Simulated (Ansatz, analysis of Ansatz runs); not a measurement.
## A hop of Cl in CsLi2Cl3 (Immm), charge +1

Wanted: path and barrier of a jump of Cl in CsLi2Cl3 (Immm) at charge +1. The case: V_Cl hop (3.4 Å), in a cell of 108 host atoms with 1 Cl taken out.

Method: plane-wave PAW DFT, PBEsol; nudged elastic band between two relaxed defect structures at fixed charge in a uniform background, in Ansatz 0.2.0.

The raw output is cut from this account; settings, times and results stay.

## 1. Set-up

The cell holds 107 atoms: 18 Cs, 36 Li and 53 Cl. Cell: a = 13.503 Å, b = 15.370 Å, c = 14.019 Å, α = 111.4°, β = 108.7°, γ = 90.0°. It derives from CsLi2Cl3 (space group Immm). Nearest the centre at fractional (0.334, 0.667, 0.751): Cl35 at 1.72 Å, Li21 at 1.84 Å, Li67 at 1.85 Å, Cl65 at 3.49 Å, Cs60 at 3.49 Å, Cs19 at 3.52 Å, Cl71 at 3.52 Å, Cl70 at 3.62 Å. The cell carries charge +1.

The cell's shortest repeat is 13.5 Å.

## 2. Relaxation of the start point, charge +1

The ends come first: from an unrelaxed start the top is counted from too high an energy, and the barrier comes out too low. Small random displacements break the symmetry of the ideal sites, so that the defect can distort if it gains by it. The charge of +1 is set by the electron count, and a uniform background keeps the cell neutral.

qp1_c108k1s.start/input.yaml reads:

```yaml
crystal:
  lattice:
    - [13.50323186, 0.0, 0.0]
    - [0.0, -15.369514, 0.0]
    - [-4.50107729, 5.12317133, -12.24892595]
  atoms:
    - { symbol: Cs, position: [0.16666667, 0.16666667, 0.0] }
    - { symbol: Li, position: [0.06427829, 0.06427829, 0.19283486] }
[... 8 atom lines left out ...]
    - { symbol: Cl, position: [0.25735653, 0.09068987, 0.7720696] }
[... 1 atom line left out ...]
    - { symbol: Cs, position: [0.16666667, 0.5, 0.0] }
[... 1 atom line left out ...]
    - { symbol: Li, position: [0.26905505, 0.60238838, 0.30716514] }
[... 1 atom line left out ...]
    - { symbol: Cl, position: [0.25735653, 0.4240232, 0.2720696] }
[... 1 atom line left out ...]
    - { symbol: Cs, position: [0.16666667, 0.5, 0.5] }
    - { symbol: Li, position: [0.06427829, 0.39761162, 0.69283486] }
    - { symbol: Li, position: [0.26905505, 0.60238838, 0.80716514] }
    - { symbol: Cl, position: [0.0759768, 0.5759768, 0.7279304] }
    - { symbol: Cl, position: [0.25735653, 0.4240232, 0.7720696] }
    - { symbol: Cl, position: [0.0, 0.33333333, 0.5] }
    - { symbol: Cs, position: [0.16666667, 0.83333333, 0.0] }
[... 4 atom lines left out ...]
    - { symbol: Cl, position: [0.0, 0.66666667, 0.0] }
    - { symbol: Cs, position: [0.16666667, 0.83333333, 0.5] }
    - { symbol: Li, position: [0.06427829, 0.73094495, 0.69283486] }
    - { symbol: Li, position: [0.26905505, 0.93572171, 0.80716514] }
    - { symbol: Cl, position: [0.0759768, 0.90931013, 0.7279304] }
    - { symbol: Cl, position: [0.25735653, 0.75735653, 0.7720696] }
    - { symbol: Cl, position: [0.0, 0.66666667, 0.5] }
[... 5 atom lines left out ...]
    - { symbol: Cl, position: [0.33333333, 0.0, 0.0] }
[... 3 atom lines left out ...]
    - { symbol: Cl, position: [0.40931013, 0.24264347, 0.7279304] }
[... 2 atom lines left out ...]
    - { symbol: Cs, position: [0.5, 0.5, 0.0] }
[... 5 atom lines left out ...]
    - { symbol: Cs, position: [0.5, 0.5, 0.5] }
    - { symbol: Li, position: [0.39761162, 0.39761162, 0.69283486] }
    - { symbol: Li, position: [0.60238838, 0.60238838, 0.80716514] }
    - { symbol: Cl, position: [0.59068987, 0.4240232, 0.7720696] }
    - { symbol: Cl, position: [0.33333333, 0.33333333, 0.5] }
    - { symbol: Cs, position: [0.5, 0.83333333, 0.0] }
    - { symbol: Li, position: [0.39761162, 0.73094495, 0.19283486] }
[... 1 atom line left out ...]
    - { symbol: Cl, position: [0.40931013, 0.90931013, 0.2279304] }
[... 1 atom line left out ...]
    - { symbol: Cl, position: [0.33333333, 0.66666667, 0.0] }
    - { symbol: Cs, position: [0.5, 0.83333333, 0.5] }
    - { symbol: Li, position: [0.39761162, 0.73094495, 0.69283486] }
    - { symbol: Li, position: [0.60238838, 0.93572171, 0.80716514] }
    - { symbol: Cl, position: [0.40931013, 0.90931013, 0.7279304] }
    - { symbol: Cl, position: [0.59068987, 0.75735653, 0.7720696] }
    - { symbol: Cl, position: [0.33333333, 0.66666667, 0.5] }
[... 5 atom lines left out ...]
    - { symbol: Cl, position: [0.66666667, 0.0, 0.0] }
[... 8 atom lines left out ...]
    - { symbol: Li, position: [0.93572171, 0.60238838, 0.30716514] }
[... 5 atom lines left out ...]
    - { symbol: Li, position: [0.93572171, 0.60238838, 0.80716514] }
    - { symbol: Cl, position: [0.74264347, 0.5759768, 0.7279304] }
[... 2 atom lines left out ...]
    - { symbol: Cs, position: [0.83333333, 0.83333333, 0.0] }
    - { symbol: Li, position: [0.73094495, 0.73094495, 0.19283486] }
[... 3 atom lines left out ...]
    - { symbol: Cl, position: [0.66666667, 0.66666667, 0.0] }
[... 1 atom line left out ...]
    - { symbol: Li, position: [0.73094495, 0.73094495, 0.69283486] }
[... 2 atom lines left out ...]
    - { symbol: Cl, position: [0.9240232, 0.75735653, 0.7720696] }
    - { symbol: Cl, position: [0.66666667, 0.66666667, 0.5] }
total_charge: 1
basis:
  ecutwfc: 420
  xc_grid: 2
hamiltonian:
  xc: pbesol
kpoints:
  mp_grid: { grid: [1, 1, 1], shift: [0.25, 0.25, 0.25] }
scf:
  occupations: { method: fixed }
  max_iter: 150
output:
  forces: true
relax:
  f_tol: 0.02
  max_steps: 70
  random_displacement: { amplitude: 0.03, seed: 3106 }
```

Launch:

```
$ ansatz run input.yaml --threads 8 --pin off --max-ram 14131MiB --backend cpu --events-out ev --progress --plain --runs-dir out
```

Run time: 5.6 min. Hardware: 8 threads of Arm Neoverse N1, shared host; peak memory 4.7 GiB; 43 min of CPU time.

Relaxation path:

```csv
step,energy less that of the first step (eV),largest force component (eV/Å)
1,0.0000,0.8937
2,-0.9439,0.4125
3,-1.2312,0.0877
4,-1.2670,0.0925
5,-1.3040,0.0332
6,-1.3049,0.0309
7,-1.3092,0.0057
8,-1.3094,0.0077
```

The atoms that moved most (Å, from the sites as typed, ahead of the random displacement, the mean shift of all atoms taken out):

```csv
atom,dx,dy,dz,length
Cl23,0.185,-0.345,0.148,0.418
Cl70,-0.182,0.344,0.142,0.414
Cl35,0.177,0.324,0.140,0.394
Cl58,-0.177,-0.324,0.136,0.393
Li57,0.332,0.007,-0.102,0.348
Li21,-0.329,-0.008,-0.097,0.343
Li56,0.001,0.293,0.094,0.308
Li67,0.002,-0.292,0.091,0.306
```

Neighbours of Cl35 at the end:

```csv
atom,distance (Å)
Li67,2.353
Li21,2.382
Li32,2.585
Li33,3.098
Cl22,3.430
Cl69,3.588
Cs60,3.635
Cl34,3.673
Cl65,3.712
```

Numbers from this step:

```
free energy                                                                                       : -164280.5905 eV
r.m.s. move of the farther half of the atoms                                                      : 0.04715 Å
largest move from the ideal geometry of this structure, a common shift of the far atoms taken out : 0.4223 Å
```

The relaxation gained 1.309 eV and ended with a largest force component of 0.0077 eV/Å.

## 3. Relaxation of the end point, charge +1

The end point is relaxed in the same cell and settings, so that the two energies compare. Atoms more than 3.2 Å from the middle of the hop start where the first relaxation left them, the nearer ones on or close to their ideal places, with small random displacements.

qp1_c108k1s.end/input.yaml reads:

```yaml
crystal:
  lattice:
    - [13.50323186, 0.0, 0.0]
    - [0.0, -15.369514, 0.0]
    - [-4.50107729, 5.12317133, -12.24892595]
  atoms:
    - { symbol: Cs, position: [0.16807889, 0.16702947, 0.00298697] }
    - { symbol: Li, position: [0.0637565, 0.06497923, 0.19216215] }
[... 16 atom lines left out ...]
    - { symbol: Cs, position: [0.16286671, 0.49938328, 0.49874717] }
[... 1 atom line left out ...]
    - { symbol: Li, position: [0.26905505, 0.60238838, 0.80716514] }
    - { symbol: Cl, position: [0.06486002, 0.57495942, 0.72425672] }
    - { symbol: Cl, position: [0.26701353, 0.44232207, 0.75947009] }
[... 8 atom lines left out ...]
    - { symbol: Li, position: [0.06422825, 0.72968164, 0.69124187] }
[... 2 atom lines left out ...]
    - { symbol: Cl, position: [0.410018, 0.576685, 0.730055] }
[... 21 atom lines left out ...]
    - { symbol: Li, position: [0.62977569, 0.60460398, 0.81498804] }
[... 2 atom lines left out ...]
    - { symbol: Cs, position: [0.50141163, 0.83234883, 0.00233545] }
[... 4 atom lines left out ...]
    - { symbol: Cl, position: [0.33064724, 0.66767955, 0.00165846] }
[... 1 atom line left out ...]
    - { symbol: Li, position: [0.39761162, 0.73094495, 0.69283486] }
[... 2 atom lines left out ...]
    - { symbol: Cl, position: [0.57336199, 0.73101235, 0.75997198] }
    - { symbol: Cl, position: [0.33299658, 0.66367771, 0.49872627] }
[... 35 atom lines left out ...]
    - { symbol: Cl, position: [0.66703131, 0.66720967, 0.49930782] }
total_charge: 1
basis:
  ecutwfc: 420
  xc_grid: 2
hamiltonian:
  xc: pbesol
kpoints:
  mp_grid: { grid: [1, 1, 1], shift: [0.25, 0.25, 0.25] }
scf:
  occupations: { method: fixed }
  max_iter: 150
output:
  forces: true
relax:
  f_tol: 0.02
  max_steps: 70
  random_displacement: { amplitude: 0.01, seed: 3106 }
```

It took 4.3 min on 8 threads; peak memory 4.7 GiB.

Step by step:

```csv
step,energy less that of the first step (eV),largest force component (eV/Å)
1,0.0000,1.1017
2,-0.9885,0.5303
3,-1.5603,0.2031
4,-1.7059,0.0362
5,-1.7181,0.0122
6,-1.7194,0.0070
```

The atoms that moved most (Å, from the sites as typed, ahead of the random displacement):

```csv
atom,dx,dy,dz,length
Cl70,0.323,-0.352,-0.184,0.511
Cl22,0.316,-0.324,-0.180,0.487
Cl23,-0.178,0.358,-0.115,0.416
Cl35,-0.180,-0.350,-0.117,0.411
Cl69,-0.184,0.337,-0.112,0.400
Li57,-0.345,-0.024,0.089,0.357
Li67,0.337,-0.010,0.101,0.352
Li32,-0.338,-0.005,0.086,0.348
```

Neighbours of Cl35 at the end:

```csv
atom,distance (Å)
Li21,2.349
Li67,2.378
Li57,2.581
Li56,3.150
Cl70,3.426
Cl23,3.596
Cs19,3.632
Cl58,3.689
Cl71,3.707
```

This step gave:

```
free energy                                                                                       : -164280.5902 eV
r.m.s. move of the farther half of the atoms                                                      : 0.04623 Å
largest move from the ideal geometry of this structure, a common shift of the far atoms taken out : 0.4252 Å
```

The relaxation gained 1.719 eV and ended with a largest force component of 0.0070 eV/Å. The end lies within 1 meV of the start.

## 4. Nudged elastic band, charge +1

3 movable images are laid between the ends on a pair-potential path, which keeps atoms from colliding in the first guess. Each image feels the true force across the path and a spring force along it. The highest image is set to climb to the top of the path.

This step: plane-wave PAW DFT, PBEsol; nudged elastic band between two relaxed defect structures at fixed charge in a uniform background.

qp1_c108k1s.neb/input.yaml reads:

```yaml
crystal:
  lattice:
    - [13.50323186, 0.0, 0.0]
    - [0.0, -15.369514, 0.0]
    - [-4.50107729, 5.12317133, -12.24892595]
  atoms:
    - { symbol: Cs, position: [0.16806229, 0.16734109, 0.00355585] }
    - { symbol: Li, position: [0.0637399, 0.06529085, 0.19273102] }
    - { symbol: Li, position: [0.26911751, 0.26980497, 0.30638257] }
    - { symbol: Cl, position: [0.07657564, 0.24301213, 0.22974247] }
    - { symbol: Cl, position: [0.2569019, 0.09024332, 0.2700462] }
    - { symbol: Cl, position: [-0.00064629, 0.00216114, 1.336e-05] }
    - { symbol: Cs, position: [0.163983, 0.16537436, 0.49413601] }
    - { symbol: Li, position: [0.06483966, 0.0644587, 0.69292281] }
    - { symbol: Li, position: [0.27112451, 0.25937685, 0.8102463] }
    - { symbol: Cl, position: [0.08445664, 0.24877933, 0.73152892] }
    - { symbol: Cl, position: [0.25889926, 0.09091687, 0.77352595] }
    - { symbol: Cl, position: [0.00154664, 0.00109499, 0.50202207] }
    - { symbol: Cs, position: [0.16570089, 0.49889584, 0.00177121] }
    - { symbol: Li, position: [0.0648308, 0.39724536, 0.19305269] }
    - { symbol: Li, position: [0.26851235, 0.60163803, 0.30635346] }
    - { symbol: Cl, position: [0.07580543, 0.57579597, 0.22769762] }
    - { symbol: Cl, position: [0.25750885, 0.42377477, 0.27157079] }
    - { symbol: Cl, position: [0.00069683, 0.33124111, -3.89e-06] }
    - { symbol: Cs, position: [0.1628501, 0.49969491, 0.49931605] }
    - { symbol: Li, position: [0.06447495, 0.39853987, 0.69157272] }
    - { symbol: Li, position: [0.24733661, 0.60571111, 0.81510107] }
    - { symbol: Cl, position: [0.06484342, 0.57527104, 0.7248256] }
    - { symbol: Cl, position: [0.26699692, 0.44263369, 0.76003896] }
    - { symbol: Cl, position: [-0.00070165, 0.33306799, 0.49991208] }
    - { symbol: Cs, position: [0.16575734, 0.83676386, 0.00287561] }
    - { symbol: Li, position: [0.06403437, 0.73112201, 0.1933056] }
    - { symbol: Li, position: [0.26886503, 0.9358068, 0.30761069] }
    - { symbol: Cl, position: [0.07591954, 0.91057774, 0.22909842] }
    - { symbol: Cl, position: [0.25681519, 0.75805284, 0.27321251] }
    - { symbol: Cl, position: [-1.935e-05, 0.66732783, 0.00100239] }
    - { symbol: Cs, position: [0.16479843, 0.83214591, 0.49641186] }
    - { symbol: Li, position: [0.06421164, 0.72999326, 0.69181075] }
    - { symbol: Li, position: [0.27144161, 0.9465818, 0.8102644] }
    - { symbol: Cl, position: [0.08405242, 0.90617193, 0.73233751] }
    - { symbol: Cl, position: [0.26667379, 0.73269669, 0.7607271] }
    - { symbol: Cl, position: [-0.00020756, 0.66718814, 0.5001753] }
    - { symbol: Cs, position: [0.50232486, 0.16935089, 0.00721918] }
    - { symbol: Li, position: [0.39819746, 0.06366985, 0.19265505] }
    - { symbol: Li, position: [0.60284214, 0.26923456, 0.30783728] }
    - { symbol: Cl, position: [0.40961116, 0.24253036, 0.22816109] }
    - { symbol: Cl, position: [0.5910621, 0.09059653, 0.27184326] }
    - { symbol: Cl, position: [0.33495586, -0.0020038, -0.00085107] }
    - { symbol: Cs, position: [0.49888351, 0.16491954, 0.49445541] }
    - { symbol: Li, position: [0.39702781, 0.0640899, 0.69117596] }
    - { symbol: Li, position: [0.60195039, 0.26041175, 0.80988223] }
    - { symbol: Cl, position: [0.40957172, 0.24255236, 0.73016022] }
    - { symbol: Cl, position: [0.59008508, 0.09148801, 0.77321767] }
    - { symbol: Cl, position: [0.3334354, 0.00076433, 0.50090728] }
    - { symbol: Cs, position: [0.50045452, 0.50243017, 0.00230779] }
    - { symbol: Li, position: [0.39744801, 0.39855905, 0.19296406] }
    - { symbol: Li, position: [0.60257034, 0.60307382, 0.30708829] }
    - { symbol: Cl, position: [0.40919434, 0.57689343, 0.22846541] }
    - { symbol: Cl, position: [0.58952027, 0.42395018, 0.27082404] }
    - { symbol: Cl, position: [0.33402944, 0.33449661, -0.00086655] }
    - { symbol: Cs, position: [0.50362002, 0.50030431, 0.49974434] }
    - { symbol: Li, position: [0.39515106, 0.37615732, 0.68520408] }
    - { symbol: Li, position: [0.62975909, 0.6049156, 0.81555692] }
    - { symbol: Cl, position: [0.57384299, 0.44155355, 0.76098524] }
    - { symbol: Cl, position: [0.33350357, 0.33553059, 0.49904864] }
    - { symbol: Cs, position: [0.50139502, 0.83266045, 0.00290432] }
    - { symbol: Li, position: [0.39692188, 0.73166781, 0.19461254] }
    - { symbol: Li, position: [0.60331189, 0.93574444, 0.30812052] }
    - { symbol: Cl, position: [0.41002371, 0.90999286, 0.23003474] }
    - { symbol: Cl, position: [0.59069962, 0.75730709, 0.27130405] }
    - { symbol: Cl, position: [0.33063064, 0.66799117, 0.00222734] }
    - { symbol: Cs, position: [0.49911635, 0.83191418, 0.4954464] }
    - { symbol: Li, position: [0.39525891, 0.74765962, 0.68545981] }
    - { symbol: Li, position: [0.6024799, 0.94804715, 0.8106521] }
    - { symbol: Cl, position: [0.41063031, 0.91131138, 0.7305067] }
    - { symbol: Cl, position: [0.57334539, 0.73132397, 0.76054085] }
    - { symbol: Cl, position: [0.33297998, 0.66398933, 0.49929515] }
    - { symbol: Cs, position: [0.83433503, 0.16858222, 0.00386384] }
    - { symbol: Li, position: [0.73093017, 0.06405567, 0.19351642] }
    - { symbol: Li, position: [0.93521501, 0.26911223, 0.30737664] }
    - { symbol: Cl, position: [0.74242529, 0.24334422, 0.22805701] }
    - { symbol: Cl, position: [0.92304409, 0.09080303, 0.27144019] }
    - { symbol: Cl, position: [0.66500193, -0.00121837, -0.00047851] }
    - { symbol: Cs, position: [0.83391577, 0.16723895, 0.50160098] }
    - { symbol: Li, position: [0.73036778, 0.06487045, 0.69267575] }
    - { symbol: Li, position: [0.93645104, 0.27213562, 0.80797744] }
    - { symbol: Cl, position: [0.73713227, 0.24875908, 0.73178304] }
    - { symbol: Cl, position: [0.92223508, 0.08913973, 0.76691245] }
    - { symbol: Cl, position: [0.6666401, 0.00065125, 0.50171661] }
    - { symbol: Cs, position: [0.83573448, 0.49824618, 0.00215177] }
    - { symbol: Li, position: [0.73045305, 0.39849262, 0.19250702] }
    - { symbol: Li, position: [0.93581877, 0.60297826, 0.30748069] }
    - { symbol: Cl, position: [0.74316163, 0.57599247, 0.22847317] }
    - { symbol: Cl, position: [0.9236731, 0.42331412, 0.270106] }
    - { symbol: Cl, position: [0.66444297, 0.33458139, -0.00116264] }
    - { symbol: Cs, position: [0.83139944, 0.49845886, 0.49436672] }
    - { symbol: Li, position: [0.73025484, 0.39810652, 0.69168732] }
    - { symbol: Li, position: [0.93664237, 0.60413566, 0.81042826] }
    - { symbol: Cl, position: [0.75144109, 0.57470199, 0.72434113] }
    - { symbol: Cl, position: [0.92475973, 0.42073987, 0.77366623] }
    - { symbol: Cl, position: [0.66697515, 0.33291664, 0.49999036] }
    - { symbol: Cs, position: [0.83551877, 0.83664515, 0.00298601] }
    - { symbol: Li, position: [0.73329807, 0.73175569, 0.19550138] }
    - { symbol: Li, position: [0.93587343, 0.9361366, 0.30856244] }
    - { symbol: Cl, position: [0.74346389, 0.90979641, 0.22922073] }
    - { symbol: Cl, position: [0.92521909, 0.75833731, 0.27435556] }
    - { symbol: Cl, position: [0.67114676, 0.66737445, 0.00264719] }
    - { symbol: Cs, position: [0.83415604, 0.83441023, 0.5022444] }
    - { symbol: Li, position: [0.72968558, 0.72974272, 0.69166237] }
    - { symbol: Li, position: [0.93554767, 0.93362168, 0.80807722] }
    - { symbol: Cl, position: [0.73655986, 0.90603279, 0.73185332] }
    - { symbol: Cl, position: [0.92437788, 0.76195448, 0.77385205] }
    - { symbol: Cl, position: [0.66701471, 0.66752129, 0.4998767] }
total_charge: 1
basis:
  ecutwfc: 420
  xc_grid: 2
hamiltonian:
  xc: pbesol
kpoints:
  mp_grid: { grid: [1, 1, 1], shift: [0.25, 0.25, 0.25] }
scf:
  occupations: { method: fixed }
  max_iter: 150
output:
  forces: true
neb:
  images: 3
  f_tol: 0.04
  climbing: true
  initial_path: idpp
  max_iterations: 45
  order_check: false
  final_atoms:
    - { symbol: Cs, position: [0.16782698, 0.16864916, 0.00625848] }
    - { symbol: Li, position: [0.06390207, 0.06470705, 0.1932718] }
[... 16 atom lines left out ...]
    - { symbol: Cs, position: [0.16602275, 0.50115552, 0.49867407] }
[... 1 atom line left out ...]
    - { symbol: Li, position: [0.27172459, 0.58635402, 0.81574055] }
    - { symbol: Cl, position: [0.09310787, 0.60142069, 0.7404456] }
    - { symbol: Cl, position: [0.25690221, 0.42265985, 0.77033046] }
[... 8 atom lines left out ...]
    - { symbol: Li, position: [0.03686139, 0.72813308, 0.68571922] }
[... 2 atom lines left out ...]
    - { symbol: Cl, position: [0.39984466, 0.60313297, 0.74107184] }
[... 21 atom lines left out ...]
    - { symbol: Li, position: [0.60177321, 0.60419581, 0.80920107] }
[... 2 atom lines left out ...]
    - { symbol: Cs, position: [0.50409094, 0.83419537, 0.00194124] }
[... 4 atom lines left out ...]
    - { symbol: Cl, position: [0.33379581, 0.67005993, 0.00187858] }
[... 1 atom line left out ...]
    - { symbol: Li, position: [0.41975841, 0.72931784, 0.68606161] }
[... 2 atom lines left out ...]
    - { symbol: Cl, position: [0.602244, 0.75936965, 0.77646582] }
    - { symbol: Cl, position: [0.3360844, 0.66643028, 0.49899713] }
[... 35 atom lines left out ...]
    - { symbol: Cl, position: [0.66670894, 0.66665258, 0.50013909] }
```

The job ended after 24 min (8 threads; peak memory 9.8 GiB; 2.5 h of CPU time).

The path, image by image:

```csv
image,path (Å),energy (eV),"Cl35: x, y, z (Å)"
0,0.000,0.0000,"0.177, -7.364, -9.318"
1,0.867,0.0644,"0.561, -6.941, -9.212"
2,1.734,0.1322,"1.131, -6.398, -9.194"
3,2.566,0.0659,"1.675, -5.870, -9.161"
4,3.398,0.0003,"2.064, -5.473, -9.077"
```

Numbers from this step:

```yaml
free_energy: -164280.4583 eV
barrier_forward: 0.1322 eV
barrier_backward: 0.1319 eV
end_less_start: 3.00e-4 eV
hop_length: 2.682 Å
```

Track of the atom that was set to move:

```csv
image,x (Å),y (Å),z (Å),nearest neighbour,distance (Å)
0,0.177,-7.364,-9.318,Li,2.353
1,0.561,-6.941,-9.212,Li,2.273
2,1.131,-6.398,-9.194,Li,2.237
3,1.675,-5.87,-9.161,Li,2.277
4,2.064,-5.473,-9.077,Li,2.349
```

The band met its tolerance of 0.04 eV/Å after 8 iterations, with image 2 on top (the start counts as 0). Cl35, which moves farthest between the ends, has 3 Li at 2.35 to 2.59 Å nearest at the start and 2 Li at 2.24 Å at the top.

## 5. Summary of results

```json
{"barrier forward": "0.13 eV", "barrier backward": "0.13 eV", "end less start": "0.00 eV", "hop length": "2.68 Å", "band iterations, as the log counts them": "8"}
```

In words: The top of the band lies 0.13 eV above the start and 0.13 eV above the end. With an assumed prefactor of 1e13 per second it gives one hop a second along this one path at about 50 K. At the top Cl35 stands 2.24 Å from its nearest Li, 0.12 Å closer than at the start. The order of the top as a saddle was not checked for all atoms, so a bent path could be lower. No image-charge correction is applied; it largely cancels along a path if the charge stays localised alike. Limits: one k-point off the zone centre stands for the whole zone; spin–orbit coupling, which can matter with heavy atoms, is left out.

[Long decimals in the printed logs are rounded to 6 places.]

[Repeated set-up lines and some long k-point lines are left out of the logs, and relaxed atomic positions are cut to six decimals.]

[Logs are printed without paths, hosts, clocks, repeated set-up lines and the standing remarks that a program may print on its own settings, such as how far it seeks lower states.]

[Hosts, paths, dates, database ids (printed as entryN), source tags and the programs' standing remarks are cut or masked in the printed files.]
